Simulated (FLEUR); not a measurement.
# Collinear magnetic orders of CrO2 with FLEUR, part 2 of 2

Wanted: the moments of CrO2 and the energy of each order that was tried.

FLEUR MaX-R8.1; PBE with U = 3.5 eV on Cr d; all-electron FLAPW, Dirac cores, scalar-relativistic bands.

So far, largest spin moment in the muffin-tin sphere (μB): step 2 (run 1 (ferro ++)) 2.26; step 3 (run 2 (antiferro q=(0,1/2,1/2) +-+-)) 2.02.

### 6. Start 5: antiferro +-

Another pattern of signs weighs the neighbour shells otherwise.

The k list default-1 (kpts.xml, not shown) is a Γ-centred 8×8×8 mesh.

Contents of inp.xml:

```
<?xml version="1.0" encoding="UTF-8" standalone="no"?>
<fleurInput fleurInputVersion="0.39">
   <comment>
      CrO2
   </comment>
   <calculationSetup>
      <cutoffs Kmax="4.4" Gmax="13.2" GmaxXC="13.2" numbands="0"/>
      <scfLoop itmax="120" minDistance="0.0001" maxIterBroyd="15" imix="Anderson" alpha="0.05" precondParam="0.0" spinf="2.0" sdNocoIR="T"/>
      <coreElectrons ctail="T" frcor="F" kcrel="0" coretail_lmax="0"/>
      <xcFunctional name="pbe" relativisticCorrections="F"/>
      <magnetism jspins="2"/>
      <soc l_soc="F" theta="0.0" phi="0.0" spav="F"/>
      <expertModes spex="0" secvar="F"/>
      <geometryOptimization l_f="F" forcealpha="1.0" forcemix="BFGS" epsdisp="0.00001" epsforce="0.00001"/>
      <ldaU l_linMix="F" mixParam="0.05" spinf="1.0"/>
   </calculationSetup>
   <cell>
      <bzIntegration valenceElectrons="52.0" mode="hist" fermiSmearingEnergy="0.00183747">
         <kPointListSelection listName="default-1"/>
         <xi:include xmlns:xi="http://www.w3.org/2001/XInclude" href="kpts.xml"> </xi:include>
      </bzIntegration>
      <xi:include xmlns:xi="http://www.w3.org/2001/XInclude" href="sym.xml"> </xi:include>
      <bulkLattice scale="1.0">
         <bravaisMatrix>
            <row-1>    8.3544791968565999     0.0000000000000000     0.0000000000000000</row-1>
            <row-2>    0.0000000000000000     8.3544791968565999     0.0000000000000000</row-2>
            <row-3>    0.0000000000000000     0.0000000000000000     5.5123311054581992</row-3>
         </bravaisMatrix>
      </bulkLattice>
   </cell>
   <atomSpecies>
      <species name="Chromium (3.000" element="Cr" atomicNumber="24">
         <mtSphere radius="2.22" gridPoints="735" logIncrement="0.016"/>
         <atomicCutoffs lmax="8" lnonsphr="6"/>
         <electronConfig flipSpins="F">
            <coreConfig>(1s1/2) (2s1/2) (2p1/2) (2p3/2)</coreConfig>
            <valenceConfig>(3s1/2) (3p1/2) (3p3/2) (4s1/2) (3d3/2) (3d5/2)</valenceConfig>
            <stateOccupation state="(4s1/2)" spinUp="0.5" spinDown="0.5"/>
            <stateOccupation state="(3d3/2)" spinUp="1.0" spinDown="1.0"/>
            <stateOccupation state="(3d5/2)" spinUp="3.0" spinDown="0.0"/>
         </electronConfig>
         <energyParameters s="4" p="4" d="3" f="4"/>
         <ldaU l="2" U="3.5" J="0.0" l_amf="F"/>
         <lo type="SCLO" l="0" n="3" eDeriv="0"/>
         <lo type="SCLO" l="1" n="3" eDeriv="0"/>
      </species>
      <species name="Chromium (-3.000" element="Cr" atomicNumber="24">
         <mtSphere radius="2.22" gridPoints="735" logIncrement="0.016"/>
         <atomicCutoffs lmax="8" lnonsphr="6"/>
         <electronConfig flipSpins="F">
            <coreConfig>(1s1/2) (2s1/2) (2p1/2) (2p3/2)</coreConfig>
            <valenceConfig>(3s1/2) (3p1/2) (3p3/2) (4s1/2) (3d3/2) (3d5/2)</valenceConfig>
            <stateOccupation state="(4s1/2)" spinUp="0.5" spinDown="0.5"/>
            <stateOccupation state="(3d3/2)" spinUp="1.0" spinDown="1.0"/>
            <stateOccupation state="(3d5/2)" spinUp="0.0" spinDown="3.0"/>
         </electronConfig>
         <energyParameters s="4" p="4" d="3" f="4"/>
         <ldaU l="2" U="3.5" J="0.0" l_amf="F"/>
         <lo type="SCLO" l="0" n="3" eDeriv="0"/>
         <lo type="SCLO" l="1" n="3" eDeriv="0"/>
      </species>
      <species name="Oxygen (O)" element="O" atomicNumber="8">
         <mtSphere radius="1.25" gridPoints="415" logIncrement="0.025"/>
         <atomicCutoffs lmax="6" lnonsphr="4"/>
         <electronConfig flipSpins="F">
            <coreConfig>(1s1/2)</coreConfig>
            <valenceConfig>(2s1/2) (2p1/2) (2p3/2)</valenceConfig>
            <stateOccupation state="(2p1/2)" spinUp="0.666667" spinDown="0.666667"/>
            <stateOccupation state="(2p3/2)" spinUp="1.333333" spinDown="1.333333"/>
         </electronConfig>
         <energyParameters s="2" p="2" d="3" f="4"/>
      </species>
   </atomSpecies>
   <atomGroups>
      <atomGroup species="Chromium (3.000">
         <relPos label="                   1">.0000000000 .0000000000 .0000000000</relPos>
         <force calculate="T" relaxXYZ="TTT"/>
      </atomGroup>
      <atomGroup species="Chromium (-3.000">
         <relPos label="                   2">1.000/2.000 1.000/2.000 1.000/2.000</relPos>
         <force calculate="T" relaxXYZ="TTT"/>
      </atomGroup>
      <atomGroup species="Oxygen (O)">
         <relPos label="                   3">.3010000000 .3010000000 .0000000000</relPos>
         <relPos label="                   5">-.3010000000 -.3010000000 .0000000000</relPos>
         <force calculate="T" relaxXYZ="TTT"/>
      </atomGroup>
      <atomGroup species="Oxygen (O)">
         <relPos label="                   4">.1990000000 -.1990000000 1.000/2.000</relPos>
         <relPos label="                   6">-.1990000000 .1990000000 1.000/2.000</relPos>
         <force calculate="T" relaxXYZ="TTT"/>
      </atomGroup>
   </atomGroups>
   <output dos="F" band="F" slice="F">
      <bandDOS minEnergy="-.5*Htr" maxEnergy="0.5*Htr" sigma="0.015" storeEVData="T"/>
      <plotting iplot="0" polar="F">
         <plot TwoD="T" vec1="  1.0  0.0  0.0" vec2="  0.0  1.0  0.0" vec3="  0.0  0.0  1.0" zero="  0.0  0.0  0.0" file="plot"/>
      </plotting>
      <moessbauerParams electricFieldGradient="F" isomerShift="F" coreHyperfine="F" valenceHyperfine="F"/>
   </output>
</fleurInput>
```

Contents of crystal.txt:

```
CrO2
&input film=F cartesian=F /
4.42100000000  0.00000000000  0.00000000000
0.00000000000  4.42100000000  0.00000000000
0.00000000000  0.00000000000  2.91700000000
1.8897261246
1.0 1.0 1.0

6
24 0.00000000000  0.00000000000  0.00000000000 : 3.000
24 0.50000000000  0.50000000000  0.50000000000 : -3.000
8 0.30100000000  0.30100000000  0.00000000000
8 0.19900000000  0.80100000000  0.50000000000
8 0.69900000000  0.69900000000  0.00000000000
8 0.80100000000  0.19900000000  0.50000000000

&kpt div1=8 div2=8 div3=8 gamma=T /
```

Command:

```sh
$ OMP_NUM_THREADS=1 inpgen -f crystal.txt > inpgen.log  # inp.xml is then edited as shown
$ OMP_NUM_THREADS=1 mpirun -n 8 fleur_MPI > fleur.log
```

Elapsed: 2.2 min, on 8 MPI ranks of Arm Neoverse V2, shared host; peak memory 0.6 GiB.

This step gave:

```yaml
free_energy: -65377.8164 eV
program_s_band_gap_on_this_mesh_in_a_metal_only_a_level_spacing: 0.07765 eV
magnetization: 0 μB
final_state: antiferromagnetic
largest_moment: 1.950 μB
```

It lies 168 meV a seeded atom over the first start, and its largest moment is 1.95 μB against 2.26 μB.

### 7. Order 6, typed as antiferro q=(1/2,1/2,0) +-+-

The cell is doubled to 12 atoms to hold this order. The mesh is halved along the doubled vector, so that both cells sample the same points. The k list default-1 (kpts.xml, not shown) is a Γ-centred 4×8×8 mesh.

Changes to inp.xml since step 6:

```diff
@@ -17,3 +17,3 @@
    <cell>
-      <bzIntegration valenceElectrons="52.0" mode="hist" fermiSmearingEnergy="0.00183747">
+      <bzIntegration valenceElectrons="104.0" mode="hist" fermiSmearingEnergy="0.00183747">
          <kPointListSelection listName="default-1"/>
@@ -24,4 +24,4 @@
          <bravaisMatrix>
-            <row-1>    8.3544791968565999     0.0000000000000000     0.0000000000000000</row-1>
-            <row-2>    0.0000000000000000     8.3544791968565999     0.0000000000000000</row-2>
+            <row-1>   16.7089583937131998     0.0000000000000000     0.0000000000000000</row-1>
+            <row-2>    8.3544791968565999     8.3544791968565999     0.0000000000000000</row-2>
             <row-3>    0.0000000000000000     0.0000000000000000     5.5123311054581992</row-3>
@@ -79,3 +79,11 @@
       <atomGroup species="Chromium (-3.000">
-         <relPos label="                   2">1.000/2.000 1.000/2.000 1.000/2.000</relPos>
+         <relPos label="                   2">1.000/2.000 .0000000000 .0000000000</relPos>
+         <force calculate="T" relaxXYZ="TTT"/>
+      </atomGroup>
+      <atomGroup species="Chromium (3.000">
+         <relPos label="                   3">.0000000000 1.000/2.000 1.000/2.000</relPos>
+         <force calculate="T" relaxXYZ="TTT"/>
+      </atomGroup>
+      <atomGroup species="Chromium (-3.000">
+         <relPos label="                   4">1.000/2.000 1.000/2.000 1.000/2.000</relPos>
          <force calculate="T" relaxXYZ="TTT"/>
@@ -83,4 +91,4 @@
       <atomGroup species="Oxygen (O)">
-         <relPos label="                   3">.3010000000 .3010000000 .0000000000</relPos>
-         <relPos label="                   5">-.3010000000 -.3010000000 .0000000000</relPos>
+         <relPos label="                   5">.0000000000 .3010000000 .0000000000</relPos>
+         <relPos label="                   9">.0000000000 -.3010000000 .0000000000</relPos>
          <force calculate="T" relaxXYZ="TTT"/>
@@ -88,4 +96,14 @@
       <atomGroup species="Oxygen (O)">
-         <relPos label="                   4">.1990000000 -.1990000000 1.000/2.000</relPos>
-         <relPos label="                   6">-.1990000000 .1990000000 1.000/2.000</relPos>
+         <relPos label="                   6">1.000/2.000 .3010000000 .0000000000</relPos>
+         <relPos label="                  10">1.000/2.000 -.3010000000 .0000000000</relPos>
+         <force calculate="T" relaxXYZ="TTT"/>
+      </atomGroup>
+      <atomGroup species="Oxygen (O)">
+         <relPos label="                   7">-.3010000000 -.1990000000 1.000/2.000</relPos>
+         <relPos label="                  11">.3010000000 .1990000000 1.000/2.000</relPos>
+         <force calculate="T" relaxXYZ="TTT"/>
+      </atomGroup>
+      <atomGroup species="Oxygen (O)">
+         <relPos label="                   8">.1990000000 -.1990000000 1.000/2.000</relPos>
+         <relPos label="                  12">-.1990000000 .1990000000 1.000/2.000</relPos>
          <force calculate="T" relaxXYZ="TTT"/>
```

Contents of crystal.txt:

```
CrO2
&input film=F cartesian=F /
8.84200000000  0.00000000000  0.00000000000
4.42100000000  4.42100000000  0.00000000000
0.00000000000  0.00000000000  2.91700000000
1.8897261246
1.0 1.0 1.0

12
24 0.00000000000  0.00000000000  0.00000000000 : 3.000
24 0.50000000000  0.00000000000  0.00000000000 : -3.000
24 0.00000000000  0.50000000000  0.50000000000 : 3.000
24 0.50000000000  0.50000000000  0.50000000000 : -3.000
8 0.00000000000  0.30100000000  0.00000000000
8 0.50000000000  0.30100000000  0.00000000000
8 0.69900000000  0.80100000000  0.50000000000
8 0.19900000000  0.80100000000  0.50000000000
8 0.00000000000  0.69900000000  0.00000000000
8 0.50000000000  0.69900000000  0.00000000000
8 0.30100000000  0.19900000000  0.50000000000
8 0.80100000000  0.19900000000  0.50000000000

&kpt div1=4 div2=8 div3=8 gamma=T /
```

It took 13 min on 8 MPI ranks; peak memory 1.3 GiB.

The run was cut off at its time limit.

After 40 cycles the density distance stands at 3.1e-4 me/bohr³, above the threshold of 0.0001.

### 8. Start 7: no spin polarisation

A spinless run shows what the cell costs with no moments; under a U that can hold a penalty on part-filled orbitals beside the lost exchange.

The k list default-1 (kpts.xml, not shown) is a Γ-centred 8×8×8 mesh.

Contents of inp.xml:

```
<?xml version="1.0" encoding="UTF-8" standalone="no"?>
<fleurInput fleurInputVersion="0.39">
   <comment>
      CrO2
   </comment>
   <calculationSetup>
      <cutoffs Kmax="4.4" Gmax="13.2" GmaxXC="13.2" numbands="0"/>
      <scfLoop itmax="120" minDistance="0.0001" maxIterBroyd="15" imix="Anderson" alpha="0.05" precondParam="0.0" spinf="2.0" sdNocoIR="T"/>
      <coreElectrons ctail="T" frcor="F" kcrel="0" coretail_lmax="0"/>
      <xcFunctional name="pbe" relativisticCorrections="F"/>
      <magnetism jspins="1"/>
      <soc l_soc="F" theta="0.0" phi="0.0" spav="F"/>
      <expertModes spex="0" secvar="F"/>
      <geometryOptimization l_f="F" forcealpha="1.0" forcemix="BFGS" epsdisp="0.00001" epsforce="0.00001"/>
      <ldaU l_linMix="F" mixParam="0.05" spinf="1.0"/>
   </calculationSetup>
   <cell>
      <bzIntegration valenceElectrons="52.0" mode="hist" fermiSmearingEnergy="0.00183747">
         <kPointListSelection listName="default-1"/>
         <xi:include xmlns:xi="http://www.w3.org/2001/XInclude" href="kpts.xml"> </xi:include>
      </bzIntegration>
      <xi:include xmlns:xi="http://www.w3.org/2001/XInclude" href="sym.xml"> </xi:include>
      <bulkLattice scale="1.0">
         <bravaisMatrix>
            <row-1>    8.3544791968565999     0.0000000000000000     0.0000000000000000</row-1>
            <row-2>    0.0000000000000000     8.3544791968565999     0.0000000000000000</row-2>
            <row-3>    0.0000000000000000     0.0000000000000000     5.5123311054581992</row-3>
         </bravaisMatrix>
      </bulkLattice>
   </cell>
   <atomSpecies>
      <species name="Chromium (Cr)" element="Cr" atomicNumber="24">
         <mtSphere radius="2.22" gridPoints="735" logIncrement="0.016"/>
         <atomicCutoffs lmax="8" lnonsphr="6"/>
         <electronConfig flipSpins="F">
            <coreConfig>(1s1/2) (2s1/2) (2p1/2) (2p3/2)</coreConfig>
            <valenceConfig>(3s1/2) (3p1/2) (3p3/2) (4s1/2) (3d3/2) (3d5/2)</valenceConfig>
            <stateOccupation state="(4s1/2)" spinUp="0.500000" spinDown="0.500000"/>
            <stateOccupation state="(3d3/2)" spinUp="1.000000" spinDown="1.000000"/>
            <stateOccupation state="(3d5/2)" spinUp="1.500000" spinDown="1.500000"/>
         </electronConfig>
         <energyParameters s="4" p="4" d="3" f="4"/>
         <ldaU l="2" U="3.5" J="0.0" l_amf="F"/>
         <lo type="SCLO" l="0" n="3" eDeriv="0"/>
         <lo type="SCLO" l="1" n="3" eDeriv="0"/>
      </species>
      <species name="Oxygen (O)" element="O" atomicNumber="8">
         <mtSphere radius="1.25" gridPoints="415" logIncrement="0.025"/>
         <atomicCutoffs lmax="6" lnonsphr="4"/>
         <electronConfig flipSpins="F">
            <coreConfig>(1s1/2)</coreConfig>
            <valenceConfig>(2s1/2) (2p1/2) (2p3/2)</valenceConfig>
            <stateOccupation state="(2p1/2)" spinUp="0.666667" spinDown="0.666667"/>
            <stateOccupation state="(2p3/2)" spinUp="1.333333" spinDown="1.333333"/>
         </electronConfig>
         <energyParameters s="2" p="2" d="3" f="4"/>
      </species>
   </atomSpecies>
   <atomGroups>
      <atomGroup species="Chromium (Cr)">
         <relPos label="                   1">.0000000000 .0000000000 .0000000000</relPos>
         <relPos label="                   2">1.000/2.000 1.000/2.000 1.000/2.000</relPos>
         <force calculate="T" relaxXYZ="TTT"/>
      </atomGroup>
      <atomGroup species="Oxygen (O)">
         <relPos label="                   3">.3010000000 .3010000000 .0000000000</relPos>
         <relPos label="                   4">.1990000000 -.1990000000 1.000/2.000</relPos>
         <relPos label="                   5">-.3010000000 -.3010000000 .0000000000</relPos>
         <relPos label="                   6">-.1990000000 .1990000000 1.000/2.000</relPos>
         <force calculate="T" relaxXYZ="TTT"/>
      </atomGroup>
   </atomGroups>
   <output dos="F" band="F" slice="F">
      <bandDOS minEnergy="-.5*Htr" maxEnergy="0.5*Htr" sigma="0.015" storeEVData="T"/>
      <plotting iplot="0" polar="F">
         <plot TwoD="T" vec1="  1.0  0.0  0.0" vec2="  0.0  1.0  0.0" vec3="  0.0  0.0  1.0" zero="  0.0  0.0  0.0" file="plot"/>
      </plotting>
      <moessbauerParams electricFieldGradient="F" isomerShift="F" coreHyperfine="F" valenceHyperfine="F"/>
   </output>
</fleurInput>
```

Contents of crystal.txt:

```
CrO2
&input film=F cartesian=F /
4.42100000000  0.00000000000  0.00000000000
0.00000000000  4.42100000000  0.00000000000
0.00000000000  0.00000000000  2.91700000000
1.8897261246
1.0 1.0 1.0

6
24 0.00000000000  0.00000000000  0.00000000000
24 0.50000000000  0.50000000000  0.50000000000
8 0.30100000000  0.30100000000  0.00000000000
8 0.19900000000  0.80100000000  0.50000000000
8 0.69900000000  0.69900000000  0.00000000000
8 0.80100000000  0.19900000000  0.50000000000

&kpt div1=8 div2=8 div3=8 gamma=T /
```

Run time: 64 s. Hardware: 8 MPI ranks; peak memory 0.45 GiB.

Numbers from this step:

| Property | Result |
| --- | --- |
| free energy | -65374.4415 eV |
| program's band gap on this mesh (in a metal only a level spacing) | 0 eV |
| final state | non-magnetic (no spin polarisation) |

It lies 1855 meV a seeded atom over the first start.

### 9. Energies of the orders

Free energies are divided by the number of seeded atoms, so that cells of unlike size compare. Wavevectors q in the names are fractions of the primitive cell's reciprocal vectors.

Orders:

```csv
start,final state,typed order kept,energy over the lowest (meV a seeded atom),largest sphere moment (μB),net moment (μB a primitive cell),mesh matched,CPU time (s)
ferro ++,"ferromagnetic, with opposed induced moments",yes,0,2.259,4,yes,513
"antiferro q=(0,1/2,1/2) +-+-",antiferromagnetic,yes,117.6,2.024,0,yes,5371
antiferro +-,antiferromagnetic,yes,167.8,1.95,0,yes,1058
no spin polarisation,non-magnetic,-,1855,0,0,yes,513.1
```

### 10. Outcome

| Property | Result |
| --- | --- |
| lowest state found | ferromagnetic (typed ferro ++) |
| largest site spin moment | 2.26 μB |
| next finished state | antiferromagnetic, 118 meV a seeded atom higher |
| spinless run over the lowest (under a U no clean measure of the moments) | 1855 meV a seeded atom |

What this shows: The lowest state found is ferromagnetic, reached from the start ferro ++, with moments up to 2.26 μB. The next finished state costs 118 meV a seeded atom. 3 starts gave no converged result and are missing from the ranking; a lower order may hide there. Under a U a spinless run can be left with part-filled orbitals, which the U penalises, or fall into a low-spin state, so its energy is no clean measure of what the moments gain. Only 7 starts were tried; other patterns of signs, canted and longer-period orders were not. Under a U the differences between the orders can hold more than exchange, though the occupations look alike: the program's gaps run from 0.05 to 0.33 eV.

[Logs and program files are shortened in this print: banners, set-up blocks, solver, clock and traceback lines can be left out without a mark of their own.]

[Logs are printed without paths, hosts, clocks, repeated set-up lines and the standing remarks that a program may print on its own settings, such as how far it seeks lower states.]

[Hosts, paths, dates, database ids (printed as entryN), source tags and the programs' standing remarks are cut or masked in the printed files.]

[Where a cell is said to come from a database of computed structures, the database is the Materials Project.]
